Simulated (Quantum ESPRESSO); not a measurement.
# MnAlGe: cost and accuracy of the k mesh

Two starts of MnAlGe are run at each rung of the k mesh.

Method: PBEsol; plane waves with GBRV 1.5 PBEsol potentials, no spin-orbit coupling (settings of the first rung), in Quantum ESPRESSO 7.5.

## 1. Set-up

Symmetry: P4/nmm, No. 129, tetragonal system. The conventional cell has a = 3.914 Å, b = 3.914 Å, c = 5.933 Å, α = 90.00°, β = 90.00°, γ = 90.00°. Nearest to Mn lie 4 Al at 2.54 Å and 4 Ge at 2.57 Å and 4 Mn at 2.77 Å. Nearest to Al lie 4 Mn at 2.54 Å and 5 Ge at 2.65 to 2.77 Å. Nearest to Ge lie 4 Mn at 2.57 Å and 5 Al at 2.65 to 2.77 Å. Farther neighbours are not listed.

The cell comes from the Crystallography Open Database.

## 2. Rung 1, start ferro ++

Input file pw.in:

```
&CONTROL
  calculation = 'scf'
  prefix = 'pwscf'
  outdir = './tmp'
  pseudo_dir = './pseudo'
  disk_io = 'nowf'
  tprnfor = .true.
  tstress = .true.
/
&SYSTEM
  ibrav = 0
  celldm(1) = 8
  nat = 6
  ntyp = 3
  ecutwfc = 40
  ecutrho = 280
  nbnd = 46
  occupations = 'smearing'
  smearing = 'fd'
  degauss = 0.00734986
  nspin = 2
  starting_magnetization(1) = 0.2333
  starting_magnetization(2) = 0
  starting_magnetization(3) = 0
/
&ELECTRONS
  conv_thr = 1.2d-08
  electron_maxstep = 150
  mixing_beta = 0.3
/
ATOMIC_SPECIES
Mn     54.9380 mn_pbesol_v1.5.uspp.F.UPF
Al     26.9815 al_pbesol_v1.uspp.F.UPF
Ge     72.6300 ge_pbesol_v1.4.uspp.F.UPF
CELL_PARAMETERS alat
   0.9245485064732    0.0000000000000    0.0000000000000
   0.0000000000000    0.9245485064732    0.0000000000000
   0.0000000000000    0.0000000000000    1.4014681371756
ATOMIC_POSITIONS crystal
Mn      0.0000000000    0.0000000000    0.0000000000
Mn      0.5000000000    0.5000000000    0.0000000000
Al      0.5000000000    0.0000000000    0.7270000000
Al      0.0000000000    0.5000000000    0.2730000000
Ge      0.5000000000    0.0000000000    0.2800000000
Ge      0.0000000000    0.5000000000    0.7200000000
K_POINTS automatic
2 2 2 0 0 0
```

Launch:

```
OMP_NUM_THREADS=1 mpirun -n 2 pw.x -in pw.in > pw.out
```

The log of the run:

```text
Program PWSCF v.7.5 starts

     Message from routine setup:
     using ibrav=0 with symmetry is DISCOURAGED, use correct ibrav instead

     R & G space division:  proc/nbgrp/npool/nimage =       2
     Subspace diagonalization in iterative solution of the eigenvalue problem:

     Parallelization info
     --------------------
     sticks:   dense  smooth     PW     G-vecs:    dense   smooth      PW
     Min         608     348    106                24273    10462    1740
     Max         609     349    107                24274    10463    1745
     Sum        1217     697    213                48547    20925    3485

     Using Slab Decomposition

     bravais-lattice index     =            0
     lattice parameter (alat)  =       8.0000  a.u.
     unit-cell volume          =     613.3560 (a.u.)^3
     number of atoms/cell      =            6
     number of atomic types    =            3
     number of electrons       =        64.00
     number of Kohn-Sham states=           46
     kinetic-energy cutoff     =      40.0000  Ry
     charge density cutoff     =     280.0000  Ry
     scf convergence threshold =      1.2E-08
     mixing beta               =       0.3000
     number of iterations used =            8  plain     mixing
     Exchange-correlation= SLA  PW   PSX  PSC
                           (   1   4  10   8   0   0   0)

     celldm(1)=   8.000000  celldm(2)=   0.000000  celldm(3)=   0.000000
     celldm(4)=   0.000000  celldm(5)=   0.000000  celldm(6)=   0.000000

     crystal axes: (cart. coord. in units of alat)
               a(1) = (   0.924549   0.000000   0.000000 )
               a(2) = (   0.000000   0.924549   0.000000 )
               a(3) = (   0.000000   0.000000   1.401468 )

     reciprocal axes: (cart. coord. in units 2 pi/alat)
               b(1) = (  1.081609  0.000000  0.000000 )
               b(2) = (  0.000000  1.081609  0.000000 )
               b(3) = (  0.000000  0.000000  0.713537 )

     PseudoPot. # 1 for Mn read from file:
     mn_pbesol_v1.5.uspp.F.UPF
     Pseudo is Ultrasoft + core correction, Zval = 15.0

     PseudoPot. # 2 for Al read from file:
     al_pbesol_v1.uspp.F.UPF
     Pseudo is Ultrasoft + core correction, Zval =  3.0

     PseudoPot. # 3 for Ge read from file:
     ge_pbesol_v1.4.uspp.F.UPF
     Pseudo is Ultrasoft + core correction, Zval = 14.0

     atomic species   valence    mass     pseudopotential
     Mn               15.00    54.93800     Mn( 1.00)
     Al                3.00    26.98150     Al( 1.00)
     Ge               14.00    72.63000     Ge( 1.00)

     Starting magnetic structure
     atomic species   magnetization
     Mn              0.233
     Al              0.000
     Ge              0.000

     16 Sym. Ops., with inversion, found ( 8 have fractional translation)

   Cartesian axes

     site n.     atom                  positions (alat units)
         1        Mn     tau(   1) = (   0.0000000   0.0000000   0.0000000  )
         2        Mn     tau(   2) = (   0.4622743   0.4622743   0.0000000  )
         3        Al     tau(   3) = (   0.4622743   0.0000000   1.0188673  )
         4        Al     tau(   4) = (   0.0000000   0.4622743   0.3826008  )
         5        Ge     tau(   5) = (   0.4622743   0.0000000   0.3924111  )
         6        Ge     tau(   6) = (   0.0000000   0.4622743   1.0090571  )

     number of k points=     6  Fermi-Dirac smearing, width (Ry)=  0.0073
                       cart. coord. in units 2pi/alat
        k(    1) = (   0.0000000   0.0000000   0.0000000), wk =   0.1250000
        k(    2) = (   0.0000000   0.0000000  -0.3567687), wk =   0.1250000
        k(    3) = (   0.0000000  -0.5408045   0.0000000), wk =   0.2500000
        k(    4) = (   0.0000000  -0.5408045  -0.3567687), wk =   0.2500000
        k(    5) = (  -0.5408045  -0.5408045   0.0000000), wk =   0.1250000
        k(    6) = (  -0.5408045  -0.5408045  -0.3567687), wk =   0.1250000

     Dense  grid:    48547 G-vectors     FFT dimensions: (  40,  40,  60)

     Smooth grid:    20925 G-vectors     FFT dimensions: (  30,  30,  45)

     Check: negative core charge=   -0.000024
     Generating pointlists ...
     new r_m :   0.2475 (alat units)  1.9802 (a.u.) for type    1
     new r_m :   0.2475 (alat units)  1.9802 (a.u.) for type    2
     new r_m :   0.2501 (alat units)  2.0010 (a.u.) for type    3

     Initial potential from superposition of free atoms

     starting charge      62.9935, renormalised to      64.0000
     Starting wfcs are   52 randomized atomic wfcs

     Self-consistent Calculation

     iteration #  1     ecut=    40.00 Ry     beta= 0.30
     Davidson diagonalization with overlap
     ethr =  1.00E-02,  avg # of iterations =  3.3

     total energy              =    -861.78439418 Ry
     estimated scf accuracy    <       1.18449139 Ry

     total magnetization       =     3.63 Bohr mag/cell
     absolute magnetization    =     5.08 Bohr mag/cell

     iteration #  2     ecut=    40.00 Ry     beta= 0.30
     Davidson diagonalization with overlap
     ethr =  1.85E-03,  avg # of iterations =  1.9

     total energy              =    -861.80919295 Ry
     estimated scf accuracy    <       0.45383038 Ry

     total magnetization       =     3.96 Bohr mag/cell
     absolute magnetization    =     5.12 Bohr mag/cell

     [... further iterations left out ...]

     iteration # 16     ecut=    40.00 Ry     beta= 0.30
     Davidson diagonalization with overlap
     ethr =  4.34E-10,  avg # of iterations =  1.8

     total energy              =    -861.93399514 Ry
     estimated scf accuracy    <       0.00000002 Ry

     total magnetization       =     2.66 Bohr mag/cell
     absolute magnetization    =     3.58 Bohr mag/cell

     iteration # 17     ecut=    40.00 Ry     beta= 0.30
     Davidson diagonalization with overlap
     ethr =  2.41E-11,  avg # of iterations =  3.1

     Magnetic moment per site  (integrated on atomic sphere of radius R)
     atom   1 (R=0.248)  charge= 13.5174  magn=  1.5060
     atom   2 (R=0.248)  charge= 13.5174  magn=  1.5060
     atom   3 (R=0.248)  charge=  1.2429  magn= -0.0433
     atom   4 (R=0.248)  charge=  1.2429  magn= -0.0433
     atom   5 (R=0.250)  charge= 12.0950  magn= -0.0778
     atom   6 (R=0.250)  charge= 12.0950  magn= -0.0778

     End of self-consistent calculation

     [... lines left out ...]
     the Fermi energy is    12.3016 ev

!    total energy              =    -861.93399521 Ry
     estimated scf accuracy    <          2.9E-09 Ry
     smearing contrib. (-TS)   =      -0.01025280 Ry
     internal energy E=F+TS    =    -861.92374241 Ry

     The total energy is F=E-TS. E is the sum of the following terms:
     one-electron contribution =    -581.53440757 Ry
     hartree contribution      =     334.80751120 Ry
     xc contribution           =    -176.59777813 Ry
     ewald contribution        =    -438.59906790 Ry

     total magnetization       =     2.66 Bohr mag/cell
     absolute magnetization    =     3.58 Bohr mag/cell

     convergence has been achieved in  17 iterations

     Forces acting on atoms (cartesian axes, Ry/au):

     atom    1 type  1   force =     0.00000000    0.00000000    0.00000000
     atom    2 type  1   force =     0.00000000    0.00000000    0.00000000
     atom    3 type  2   force =     0.00000000    0.00000000    0.00091650
     atom    4 type  2   force =     0.00000000    0.00000000   -0.00091650
     atom    5 type  3   force =     0.00000000    0.00000000   -0.04208808
     atom    6 type  3   force =     0.00000000    0.00000000    0.04208808

     Total force =     0.059536     Total SCF correction =     0.000269

     Computing stress (Cartesian axis) and pressure

          total   stress  (Ry/bohr**3)                   (kbar)     P=      -72.31
  -0.00026246   0.00000000   0.00000000          -38.61        0.00        0.00
   0.00000000  -0.00026246   0.00000000            0.00      -38.61        0.00
   0.00000000   0.00000000  -0.00094973            0.00        0.00     -139.71

=------------------------------------------------------------------------------=
   JOB DONE.
=------------------------------------------------------------------------------=
```

Wall time 26 s (2 MPI ranks of Arm Neoverse V2, shared host); peak memory 0.29 GiB.

Spin moment in the atom's sphere by atom:

```csv
atom,spin moment in the atom's sphere (μB)
Mn1,1.51
Mn2,1.51
Al3,-0.04
Al4,-0.04
Ge5,-0.08
Ge6,-0.08
```

Numbers from this step:

| Quantity | Value |
| --- | --- |
| magnetization | 2.661 μB |
| final state | ferromagnetic |

## 3. Rung 1, start antiferro +-

Changes to pw.in since step 2:

```diff
@@ -13,6 +13,6 @@
   nat = 6
-  ntyp = 3
+  ntyp = 4
   ecutwfc = 40
   ecutrho = 280
-  nbnd = 46
+  nbnd = 43
   occupations = 'smearing'
@@ -22,4 +22,5 @@
   starting_magnetization(1) = 0.2333
-  starting_magnetization(2) = 0
+  starting_magnetization(2) = -0.2333
   starting_magnetization(3) = 0
+  starting_magnetization(4) = 0
 /
@@ -31,3 +32,4 @@
 ATOMIC_SPECIES
-Mn     54.9380 mn_pbesol_v1.5.uspp.F.UPF
+Mn1    54.9380 mn_pbesol_v1.5.uspp.F.UPF
+Mn2    54.9380 mn_pbesol_v1.5.uspp.F.UPF
 Al     26.9815 al_pbesol_v1.uspp.F.UPF
@@ -39,4 +41,4 @@
 ATOMIC_POSITIONS crystal
-Mn      0.0000000000    0.0000000000    0.0000000000
-Mn      0.5000000000    0.5000000000    0.0000000000
+Mn1     0.0000000000    0.0000000000    0.0000000000
+Mn2     0.5000000000    0.5000000000    0.0000000000
 Al      0.5000000000    0.0000000000    0.7270000000
```

The log of the run:

```text
     [... lines left out ...]
Program PWSCF v.7.5 starts
     [... lines left out ...]
     number of atoms/cell      =            6
     [... lines left out ...]
     number of electrons       =        64.00
     number of Kohn-Sham states=           43
     kinetic-energy cutoff     =      40.0000  Ry
     charge density cutoff     =     280.0000  Ry
     scf convergence threshold =      1.2E-08
     [... lines left out ...]
      8 Sym. Ops. (no inversion) found
     [... lines left out ...]
     number of k points=     6  Fermi-Dirac smearing, width (Ry)=  0.0073
     [... lines left out ...]
     iteration # 17     ecut=    40.00 Ry     beta= 0.30
     [... lines left out ...]
     Magnetic moment per site  (integrated on atomic sphere of radius R)
     atom   1 (R=0.248)  charge= 13.5163  magn=  1.6948
     atom   2 (R=0.248)  charge= 13.5164  magn= -1.6938
     atom   3 (R=0.248)  charge=  1.2480  magn= -0.0000
     atom   4 (R=0.248)  charge=  1.2480  magn= -0.0000
     atom   5 (R=0.250)  charge= 12.0987  magn= -0.0000
     atom   6 (R=0.250)  charge= 12.0987  magn= -0.0000
     [... lines left out ...]
     the Fermi energy is    12.1957 ev
!    total energy              =    -861.92250197 Ry
     estimated scf accuracy    <          2.4E-09 Ry
     smearing contrib. (-TS)   =      -0.01082555 Ry
     [... lines left out ...]
     total magnetization       =     0.00 Bohr mag/cell
     absolute magnetization    =     3.89 Bohr mag/cell
     convergence has been achieved in  17 iterations
     [... lines left out ...]
     Total force =     0.053940     Total SCF correction =     0.000143
     [... lines left out ...]
          total   stress  (Ry/bohr**3)                   (kbar)     P=      -60.01
     [... lines left out ...]
```

It took 28 s on 2 MPI ranks; peak memory 0.33 GiB; 56 s of CPU time.

Spin moment in the atom's sphere by atom:

```csv
atom,spin moment in the atom's sphere (μB)
Mn1,1.69
Mn2,-1.69
Al3,0.00
Al4,0.00
Ge5,0.00
Ge6,0.00
```

Numbers from this step:

| Quantity | Value |
| --- | --- |
| magnetization | 0 μB |
| final state | antiferromagnetic |

## 4. Rung 2, start ferro ++

Changes to pw.in since step 3:

```diff
@@ -13,6 +13,6 @@
   nat = 6
-  ntyp = 4
+  ntyp = 3
   ecutwfc = 40
   ecutrho = 280
-  nbnd = 43
+  nbnd = 46
   occupations = 'smearing'
@@ -22,5 +22,4 @@
   starting_magnetization(1) = 0.2333
-  starting_magnetization(2) = -0.2333
+  starting_magnetization(2) = 0
   starting_magnetization(3) = 0
-  starting_magnetization(4) = 0
 /
@@ -32,4 +31,3 @@
 ATOMIC_SPECIES
-Mn1    54.9380 mn_pbesol_v1.5.uspp.F.UPF
-Mn2    54.9380 mn_pbesol_v1.5.uspp.F.UPF
+Mn     54.9380 mn_pbesol_v1.5.uspp.F.UPF
 Al     26.9815 al_pbesol_v1.uspp.F.UPF
@@ -41,4 +39,4 @@
 ATOMIC_POSITIONS crystal
-Mn1     0.0000000000    0.0000000000    0.0000000000
-Mn2     0.5000000000    0.5000000000    0.0000000000
+Mn      0.0000000000    0.0000000000    0.0000000000
+Mn      0.5000000000    0.5000000000    0.0000000000
 Al      0.5000000000    0.0000000000    0.7270000000
@@ -48,2 +46,2 @@
 K_POINTS automatic
-2 2 2 0 0 0
+4 4 2 0 0 0
```

Launch:

```
OMP_NUM_THREADS=1 mpirun -n 2 pw.x -nk 2 -in pw.in > pw.out
```

The log of the run:

```text
     [... lines left out ...]
Program PWSCF v.7.5 starts
     [... lines left out ...]
     number of atoms/cell      =            6
     [... lines left out ...]
     number of electrons       =        64.00
     number of Kohn-Sham states=           46
     kinetic-energy cutoff     =      40.0000  Ry
     charge density cutoff     =     280.0000  Ry
     scf convergence threshold =      1.2E-08
     [... lines left out ...]
     16 Sym. Ops., with inversion, found ( 8 have fractional translation)
     [... lines left out ...]
     number of k points=    12  Fermi-Dirac smearing, width (Ry)=  0.0073
     [... lines left out ...]
     iteration # 16     ecut=    40.00 Ry     beta= 0.30
     [... lines left out ...]
     Magnetic moment per site  (integrated on atomic sphere of radius R)
     atom   1 (R=0.248)  charge= 13.5011  magn=  1.7448
     atom   2 (R=0.248)  charge= 13.5011  magn=  1.7448
     atom   3 (R=0.248)  charge=  1.2414  magn= -0.0297
     atom   4 (R=0.248)  charge=  1.2414  magn= -0.0297
     atom   5 (R=0.250)  charge= 12.1028  magn= -0.0491
     atom   6 (R=0.250)  charge= 12.1028  magn= -0.0491
     [... lines left out ...]
     the Fermi energy is    12.0994 ev
!    total energy              =    -861.95108140 Ry
     estimated scf accuracy    <          5.2E-09 Ry
     smearing contrib. (-TS)   =      -0.01005538 Ry
     [... lines left out ...]
     total magnetization       =     3.40 Bohr mag/cell
     absolute magnetization    =     3.95 Bohr mag/cell
     convergence has been achieved in  16 iterations
     [... lines left out ...]
     Total force =     0.039361     Total SCF correction =     0.000248
     [... lines left out ...]
          total   stress  (Ry/bohr**3)                   (kbar)     P=      -56.81
     [... lines left out ...]
```

The job ended after 39 s (2 MPI ranks; peak memory 0.38 GiB; 78 s of CPU time).

Read from the output:

- magnetization: 3.397 μB
- final state: ferromagnetic
- largest moment: 1.745 μB

## 5. Rung 2, start antiferro +-

Changes to pw.in since step 4:

```diff
@@ -13,6 +13,6 @@
   nat = 6
-  ntyp = 3
+  ntyp = 4
   ecutwfc = 40
   ecutrho = 280
-  nbnd = 46
+  nbnd = 43
   occupations = 'smearing'
@@ -22,4 +22,5 @@
   starting_magnetization(1) = 0.2333
-  starting_magnetization(2) = 0
+  starting_magnetization(2) = -0.2333
   starting_magnetization(3) = 0
+  starting_magnetization(4) = 0
 /
@@ -31,3 +32,4 @@
 ATOMIC_SPECIES
-Mn     54.9380 mn_pbesol_v1.5.uspp.F.UPF
+Mn1    54.9380 mn_pbesol_v1.5.uspp.F.UPF
+Mn2    54.9380 mn_pbesol_v1.5.uspp.F.UPF
 Al     26.9815 al_pbesol_v1.uspp.F.UPF
@@ -39,4 +41,4 @@
 ATOMIC_POSITIONS crystal
-Mn      0.0000000000    0.0000000000    0.0000000000
-Mn      0.5000000000    0.5000000000    0.0000000000
+Mn1     0.0000000000    0.0000000000    0.0000000000
+Mn2     0.5000000000    0.5000000000    0.0000000000
 Al      0.5000000000    0.0000000000    0.7270000000
```

The log of the run:

```text
     [... lines left out ...]
Program PWSCF v.7.5 starts
     [... lines left out ...]
     number of atoms/cell      =            6
     [... lines left out ...]
     number of electrons       =        64.00
     number of Kohn-Sham states=           43
     kinetic-energy cutoff     =      40.0000  Ry
     charge density cutoff     =     280.0000  Ry
     scf convergence threshold =      1.2E-08
     [... lines left out ...]
      8 Sym. Ops. (no inversion) found
     [... lines left out ...]
     number of k points=    12  Fermi-Dirac smearing, width (Ry)=  0.0073
     [... lines left out ...]
     iteration # 17     ecut=    40.00 Ry     beta= 0.30
     [... lines left out ...]
     Magnetic moment per site  (integrated on atomic sphere of radius R)
     atom   1 (R=0.248)  charge= 13.5032  magn=  2.0845
     atom   2 (R=0.248)  charge= 13.5031  magn= -2.0847
     atom   3 (R=0.248)  charge=  1.2441  magn=  0.0000
     atom   4 (R=0.248)  charge=  1.2441  magn=  0.0000
     atom   5 (R=0.250)  charge= 12.1079  magn=  0.0000
     atom   6 (R=0.250)  charge= 12.1079  magn=  0.0000
     [... lines left out ...]
     the Fermi energy is    12.0763 ev
!    total energy              =    -861.93838831 Ry
     estimated scf accuracy    <          7.6E-09 Ry
     smearing contrib. (-TS)   =      -0.00909277 Ry
     [... lines left out ...]
     total magnetization       =    -0.00 Bohr mag/cell
     absolute magnetization    =     4.74 Bohr mag/cell
     convergence has been achieved in  17 iterations
     [... lines left out ...]
     Total force =     0.047125     Total SCF correction =     0.000128
     [... lines left out ...]
          total   stress  (Ry/bohr**3)                   (kbar)     P=      -35.35
     [... lines left out ...]
```

Wall time 42 s (2 MPI ranks); peak memory 0.38 GiB.

Numbers from this step:

* magnetization: 0 μB
* final state: antiferromagnetic
* largest moment: 2.085 μB

(Continued in part 2 of 2.)

[Logs and program files are shortened in this print: banners, set-up blocks, solver, clock and traceback lines can be left out without a mark of their own.]

[Logs are printed without paths, hosts, clocks, repeated set-up lines and the standing remarks that a program may print on its own settings, such as how far it seeks lower states.]

[Hosts, paths, dates, database ids (printed as entryN), source tags and the programs' standing remarks are cut or masked in the printed files.]

[Where a cell is said to come from a database of computed structures, the database is the Materials Project.]
